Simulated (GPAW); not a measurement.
Consider SrSi (Cmcm).

```xyz
4
Lattice="2.4150 -5.6650 0.0000 2.4150 5.6650 0.0000 0.0000 0.0000 4.0400" Properties=species:S:1:pos:R:3 pbc="T T T"
Sr    2.4150    1.5862    1.0100
Sr    2.4150   -1.5862    3.0300
Si    2.4150    4.9172    1.0100
Si    2.4150   -4.9172    3.0300
```

Absorber: atom 3, with 2 Si at 2.51 Å (bent, 107°, site symmetry m2m). Method: GPAW, LDA, excited-electron core hole (neutral cell), 8-atom cell with 6.2 Å between holes, 4×4×4 k points, dipole transitions, Gaussian full width 0.9 eV up to 4 eV, rising linearly to 3.5 eV at 25 eV.

What does the Si K edge look like?

Main maxima up to 24 eV above the zero (height): 2.5 eV (1.20), 5.0 eV (1.81) and 19.6 eV (0.91). A K edge sees empty p states on the absorber. The total-energy difference is 1842.81 eV. One term is added: -14.86 eV, since the hole is spin-paired here and a spin-polarised one costs that much less in the free atom (computed apart). The photon energy is then 1827.95 eV. The tabulated edge of the element is 1839 eV. The functional leaves an error in such absolute values: in the free atom LDA prices this hole 7.8 eV below PBE (computed apart), and PBE is itself good to a few eV.

The Si K spectrum (energy from the lowest empty level; intensity scaled to a mean of 1 over the first 20 eV; polarised curves are means over the symmetry-equivalent atoms):

```
E (eV)  isotropic  ε ∥ x  ε ∥ y  ε ∥ z
  -2.0       0.00   0.00   0.00   0.00
  -1.5       0.00   0.00   0.00   0.00
  -1.0       0.01   0.00   0.01   0.01
  -0.5       0.11   0.03   0.11   0.18
   0.0       0.47   0.21   0.47   0.74
   0.5       0.78   0.44   0.74   1.15
   1.0       0.84   0.47   0.76   1.29
   1.5       0.84   0.45   0.76   1.31
   2.0       1.04   0.58   1.08   1.45
   2.5       1.20   0.72   1.30   1.57
   3.0       1.07   0.82   1.09   1.30
   3.5       1.26   1.10   1.46   1.23
   4.0       1.51   1.28   1.83   1.42
   4.5       1.74   1.59   1.83   1.80
   5.0       1.81   2.10   1.66   1.67
   5.5       1.77   2.29   1.67   1.36
   6.0       1.63   1.99   1.64   1.26
   6.5       1.45   1.58   1.44   1.32
   7.0       1.38   1.45   1.32   1.37
   7.5       1.31   1.46   1.24   1.24
   8.0       1.12   1.29   1.08   0.99
   8.5       0.95   1.04   0.94   0.86
   9.0       0.86   0.86   0.82   0.88
   9.5       0.80   0.72   0.71   0.96
  10.0       0.77   0.63   0.63   1.06
  10.5       0.79   0.60   0.63   1.13
  11.0       0.78   0.60   0.67   1.08
  11.5       0.75   0.60   0.73   0.93
  12.0       0.73   0.60   0.80   0.80
  12.5       0.73   0.58   0.87   0.76
  13.0       0.75   0.56   0.89   0.79
  13.5       0.75   0.53   0.87   0.85
  14.0       0.75   0.53   0.83   0.89
  14.5       0.75   0.55   0.78   0.92
  15.0       0.76   0.59   0.75   0.92
  15.5       0.77   0.66   0.74   0.90
  16.0       0.78   0.74   0.75   0.86
  16.5       0.80   0.81   0.78   0.80
  17.0       0.81   0.86   0.83   0.75
  17.5       0.83   0.90   0.88   0.72
  18.0       0.86   0.94   0.93   0.72
  18.5       0.89   0.97   0.95   0.74
  19.0       0.90   1.00   0.95   0.76
  19.5       0.91   1.02   0.93   0.79
  20.0       0.91   1.02   0.90   0.81
  20.5       0.90   1.00   0.87   0.83
  21.0       0.88   0.96   0.83   0.84
  21.5       0.85   0.91   0.80   0.85
  22.0       0.83   0.87   0.78   0.85
  22.5       0.81   0.83   0.76   0.85
  23.0       0.79   0.80   0.74   0.84
  23.5       0.78   0.78   0.74   0.82
  24.0       0.77   0.78   0.73   0.79
  24.5       0.75   0.78   0.72   0.76
  25.0       0.74   0.78   0.72   0.72
  25.5       0.73   0.77   0.71   0.69
  26.0       0.71   0.77   0.71   0.66
  26.5       0.71   0.77   0.72   0.64
  27.0       0.70   0.76   0.73   0.62
  27.5       0.70   0.76   0.73   0.62
  28.0       0.70   0.75   0.74   0.62
  28.5       0.70   0.74   0.74   0.62
  29.0       0.69   0.73   0.73   0.62
  29.5       0.69   0.71   0.72   0.63
  30.0       0.68   0.69   0.71   0.64
```

The holes are only 6.2 Å apart, so the shape is probably not converged with cell size; no larger cell was run here. The mesh is coarse (0.28 Å⁻¹ between points), so small maxima may be mesh ripples. The structure is a published determination, not relaxed.

[Banner, clock and machine lines of the logs are left out without a mark of their own.]

[Logs are printed without paths, hosts, clocks, repeated set-up lines and the standing remarks that a program may print on its own settings, such as how far it seeks lower states.]

[Hosts, paths, dates, database ids (printed as entryN), source tags and the programs' standing remarks are cut or masked in the printed files.]

[Lists of maxima count a maximum above −3 eV only where it reaches 4 % of the highest in the window and stands out from its surroundings by 2 % of it (1.5 % where it reaches 55 %); shoulders and weaker maxima are passed over, and of the rest the first, up to two pre-edge ones and the few strongest are named.]
